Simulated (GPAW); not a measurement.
# A GW chain in GPAW: CsCu2I3 (Cmcm), part 2 of 2

Aim: the G0W0 gap of CsCu2I3 (Cmcm) on LDA, step by step.

GPAW 26.7.0; LDA and many-body steps on it, plane waves. Known limits of the many-body steps: not at the basis limit; d shell near the gap, gap tends to lie low; no spin-orbit coupling; coarse k mesh.

So far. Step 2 (Ground state): The gap is direct, at Γ. Step 3 (Bands along the symmetry lines): The gap is 1.781 eV, as in the run before at this level.

### 4. Empty states on the mesh, 2×2×2 mesh, 350 bands

Level of this step: DFT, LDA, plane waves, PAW (GPAW).

The sums over transitions need many empty states on a uniform mesh; this step solves for them.

The input, run.py:

```python
import json
import numpy as np
from gpaw.mpi import world
from gpaw import GPAW

calc = GPAW('gs.gpw').fixed_density(kpts={'size': (2, 2, 2), 'gamma': True},
    nbands=408,
    convergence={'bands': 350},
    txt='nscf.txt')
calc.write('full.gpw', mode='all')
res = {}
kpts = calc.get_ibz_k_points()
res['kpts'] = kpts
res['eigenvalues'] = [calc.get_eigenvalues(kpt=k) for k in range(len(kpts))]
res['n_electrons'] = calc.get_number_of_electrons()

if world.rank == 0:
    with open('result.json', 'w') as f:
        json.dump(res, f, default=lambda x: x.tolist())
```

On the command line:

```
mpirun -n 4 gpaw python run.py
```

Numbers of over 12 decimals in the logs are rounded to 6 here.

The program printed:

```text
Diagonalizing LCAO Hamiltonian
Converting LCAO to pw mode
convergence criteria:
- Maximum integral of absolute [eigenst]ate change: 4e-08 eV^2 / valence electron
maximum number of iterations: 100

SCF iterations
|iter     |     time |      energy | eigst |  dens |
|iter:   1|  |             | +4.15 |       |
|iter:   2|  |             | +2.87 |       |
|iter:   3|  |             | +1.94 |       |
[...]
|iter:  18|  |             | -6.93 |       |
|iter:  19|  |             | -7.28 |       |
|iter:  20|  |             | -7.49c|       |
SCF steps: 20
  __  _  _
 | _ |_)|_||  |
 |__||  | ||/\| - 26.7.0

Input parameters:
  mode=PW(ecut=600.0),
  convergence={'bands': 350},
  gpts=array([48, 48, 35]),
  kpts=MonkhorstPack(size=(2, 2, 2), gamma=True),
  maxiter=100,
  nbands=408,
  occupations=Occupations(name='fermi-dirac', width=0.001, fixmagmom=False),
  parallel={},
  xc=XC(name='LDA')
# Writing to full.gpw (mode='all')
  [... matrices ...]

timing:  # [seconds]
  Total: 0.433  # ━━━━━━━━━━━━━━━━━━━━━━━━━━━━━━━━━━━━━━━━━━━━━━━━━━━━━━━━━━━
```

The job ended after 4.1 min (4 MPI ranks of Intel Xeon 6975P-C (Granite Rapids), shared host; peak memory 2.3 GiB; 16 min of CPU time).

Numbers from this step:

| Property | Result |
| --- | --- |
| gap | 1.781 eV |
| k of the valence top | 0, 0, 0 |
| k of the conduction bottom | 0, 0, 0 |
| least direct gap | 1.781 eV |
| k points computed | 6 |
| lowest point of the top converged band, above the valence top | 41.08 eV |

On this mesh the gap is 1.781 eV.

### 5. Screening and self-energy, 2×2×2 mesh, 340 bands, screening to 50 eV

Now the one-shot GW correction: screening in the RPA, then the self-energy of the levels asked for.

This step: G0W0 on LDA, plane waves, PAW.

The input, run.py:

```python
import json
import numpy as np
from gpaw.mpi import world
from gpaw.response.g0w0 import G0W0

gw = G0W0('full.gpw',
    filename='gw',
    kpts=[0],
    bands=(50, 54),
    ecut=50,
    nbands=340,
    integrate_gamma='WS',
    ppa=True)
gw.calculate()
res = {mode: {k: v for k, v in r.items() if k != 'sigma_eskwn'}
       for mode, r in gw.all_results.items()}

if world.rank == 0:
    with open('result.json', 'w') as f:
        json.dump(res, f, default=lambda x: x.tolist())
```

On the command line:

```
mpirun -n 4 gpaw python run.py
```

The program printed:

```text
Using integrator: PointIntegrator
FrequencyGridDescriptor(from 0.000+0.000j to 0.000+27.211j eV, 2 points)
Nonperiodic BCs:  [False False False]
Using integrator: PointIntegrator
FrequencyGridDescriptor(from 0.000+0.000j to 0.000+27.211j eV, 2 points)
Nonperiodic BCs:  [False False False]
  ___  _ _ _
 |   || | | |
 | | || | | |
 |__ ||_____|
 |___|

BZ k-points: Symmetries present (total): 4

  [... matrices ...]
8 k-points: 2 x 2 x 2 Monkhorst-Pack grid + [1/4,1/4,1/4]
6 k-points in the irreducible part of the Brillouin zone
       k-points in crystal coordinates                weights
   0:     0.00000000    0.00000000    0.00000000          1/8
   1:     0.00000000    0.00000000    0.50000000          1/8
   2:     0.50000000    0.00000000    0.00000000          2/8
   3:     0.50000000    0.00000000    0.50000000          2/8
   4:     0.50000000    0.50000000    0.00000000          1/8
   5:     0.50000000    0.50000000    0.50000000          1/8

Distributing spins, k-points and bands (1 x 1 x 4) over 4 processes
Number of blocks: 1

Quasi particle states:
k-points (IBZ indices): [0]
Band range: (50, 54)
  [... matrices ...]
Computational parameters:
Plane wave cut-off: 50 eV
Number of bands: 340
Coulomb cutoff: None
Broadening: 0.1 eV

fxc modes: GW
Kernel: RPA
Using Godby-Needs plasmon-pole approximation:
  Fitting energy: i*E0, E0 = 1.000 Hartree
Summing all q:

Calculating screened Coulomb potential
No Coulomb truncation
FrequencyGridDescriptor(from 0.000+0.000j to 0.000+27.211j eV, 2 points)
Removing empty qpoint cache files...

Calculating chi0 body with:
    Ground state adapter containing:
    Number of spins: 1
    Number of kpoints: 8
    Number of irreducible kpoints: 6
    Number of completely occupied states: 52
    Number of partially occupied states: 52
    Occupied states memory: 63.984375 M / cpu

    Linear response parametrization:
    q_c: [0.0, 0.0, 0.0]
    Number of frequency points: 2
    Planewave cutoff: 50.0
    Number of bands: 340
    Number of planewaves: 331
    Broadening (eta): 1e-06
    comm.size: 4
    kncomm.size: 4
    blockcomm.size: 1

    Memory estimate of potentially large arrays:
        chi0_wGG: 3.343536 M / cpu
Integrating chi0 body.

Symmetries of q_c:
    Direct symmetries (Uq -> q): 4
    Indirect symmetries (TUq -> q): 0
In total 4 allowed symmetries.

  [... matrices ...]
6 groups of equivalent kpoints. 25.0% reduction.

Integral kind: response function
Integrating chi0 head and wings.

Symmetries of q_c:
    Direct symmetries (Uq -> q): 4
    Indirect symmetries (TUq -> q): 0
In total 4 allowed symmetries.

  [... matrices ...]
6 groups of equivalent kpoints. 25.0% reduction.

Integral kind: response function wings

Calculating chi0 body with:
    Ground state adapter containing:
    Number of spins: 1
    Number of kpoints: 8
    Number of irreducible kpoints: 6
    Number of completely occupied states: 52
    Number of partially occupied states: 52
    Occupied states memory: 63.984375 M / cpu

    Linear response parametrization:
[... the further q-points ...]

Results:
f:      Occupation numbers
eps:     KS-eigenvalues [eV]
vxc:     KS vxc [eV]
exx:     Exact exchange [eV]
sigma:   Self-energies [eV]
dsigma:  Self-energy derivatives
Z:       Renormalization factors
qp:      QP-energies [eV]

k-point 0 (0): (0.000, 0.000, 0.000)                GW
band       f     eps     vxc     exx   sigma  dsigma       Z      qp
                                                                   GW
  50   1.000   3.309 -28.478 -34.284   4.773  -0.325   0.755   2.529
  51   1.000   3.499 -28.156 -33.668   4.568  -0.319   0.758   2.783
  52   0.000   5.281 -11.456  -6.964  -3.161  -0.208   0.828   6.382
  53   0.000   6.399 -11.703  -7.986  -2.827  -0.214   0.824   7.132
```

Elapsed: 3 min, on 4 MPI ranks; peak memory 5.2 GiB; 12 min of CPU time.

This step gave:

| Item | Value |
| --- | --- |
| G0W0 gap on the points computed | 3.599 eV |
| least direct G0W0 gap on the computed points | 3.599 eV |
| Z at the valence top | 0.7583 |
| Z at the conduction bottom | 0.8280 |
| starting gap on the mesh | 1.781 eV |
| k of the valence top | 0, 0, 0 |
| k of the conduction bottom | 0, 0, 0 |

The gap on the mesh goes from 1.78 eV to 3.60 eV, a correction of +1.82 eV.

Limits: finite bands, cutoff and mesh; d shell near the gap, gap tends to lie low; no spin-orbit coupling; coarse k mesh. v1 is the top filled band, c1 the lowest empty one. The levels before and after the correction (eV, zero at the valence-band top of each column):

```
           conduction bottom  valence top
Kohn-Sham               1.78         0.00
     G0W0               3.60         0.00
```

```
           level  energy (eV)
Kohn-Sham   Γ v2       -0.190
Kohn-Sham   Γ v1        0.000
Kohn-Sham   Γ c1        1.781
Kohn-Sham   Γ c2        2.900
     G0W0   Γ v2       -0.254
     G0W0   Γ v1        0.000
     G0W0   Γ c1        3.599
     G0W0   Γ c2        4.348
```

### 6. Where the time went

Times are wall times on 4 MPI ranks of Intel Xeon 6975P-C (Granite Rapids), shared host, good to a factor of about two.

```
                          step     time  share  memory (GiB)
                  ground state  1.9 min   12 %           1.9
bands along the symmetry lines  7.3 min   45 %           3.4
      empty states on the mesh  4.1 min   25 %           2.3
     screening and self-energy    3 min   18 %           5.2
```

### 7. What came out

```json
{
 "LDA gap": "1.78 eV, direct",
 "G0W0 gap on the mesh": "3.60 eV",
 "GW settings": "2×2×2 mesh, 340 bands, screening to 50 eV, Godby-Needs plasmon pole",
 "known limits": "not at the basis limit; d shell near the gap, gap tends to lie low; no spin-orbit coupling; coarse k mesh"
}
```

G0W0 moves the gap on the mesh from 1.78 eV to 3.60 eV (+1.82 eV), with Z of 0.76 and 0.83 at the edges. Only 1 of the mesh's irreducible points was corrected, so a valley elsewhere could overtake. The dearest step here is «bands along the symmetry lines». Bands and cutoff are finite, so the gap is not at the basis limit. The miss can reach some tenths of an eV and take either sign; the mesh is an error of its own. These stock PAW sets were not made for GW; the filled d or f shell of I lies in the frozen core, which bears on start and correction. In the G0W0 run levels were corrected at 1 k point alone, so a gap called «on the mesh» is the least over those, and an edge elsewhere would be missed. The 2×2×2 mesh is coarse for this cell, which bears on the long-range parts of exchange and screening. A d shell, filled or nearly so, lies near the gap. One-shot GW converges very slowly in bands there, not always from below, and on a semilocal start the gap tends to come out low; starts rich in exact exchange can overshoot instead. The many-body steps are scalar-relativistic: spin-orbit coupling is not in them.

[Paths, hosts, dates, memory and timing lines, banners, echoed tables and standing remarks are left out of the program output.]

[Logs are printed without paths, hosts, clocks, repeated set-up lines and the standing remarks that a program may print on its own settings, such as how far it seeks lower states.]

[Runs of the session that timed out or met a known fault of the program may be left out.]

[Hosts, paths, dates, database ids (printed as entryN), source tags and the programs' standing remarks are cut or masked in the printed files.]
